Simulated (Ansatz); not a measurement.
Reflectivity of Cd (P6_3/mmc) at normal incidence (Ansatz, PBE, independent particles, with spin-orbit coupling, line width 0.15 eV (Gaussian), carrier damping 0.05 eV):

| E (eV) | R (%) |
| --- | --- |
| 1.00 | 74.5 |
| 1.25 | 79.7 |
| 1.50 | 82.9 |
| 1.75 | 87.4 |
| 2.00 | 89.5 |
| 2.25 | 90.4 |
| 2.50 | 91.0 |
| 2.75 | 91.3 |
| 3.00 | 91.6 |
| 3.25 | 91.7 |
| 3.50 | 91.8 |
| 3.75 | 91.8 |
| 4.00 | 91.7 |
| 4.25 | 91.4 |
| 4.50 | 91.4 |
| 4.75 | 90.8 |
| 5.00 | 90.6 |

Question: What colour would a polished face show in daylight?

Answer: Near white: CIE x = 0.311, y = 0.328, luminous reflectivity 89 % under D65, from the mean over the axes.
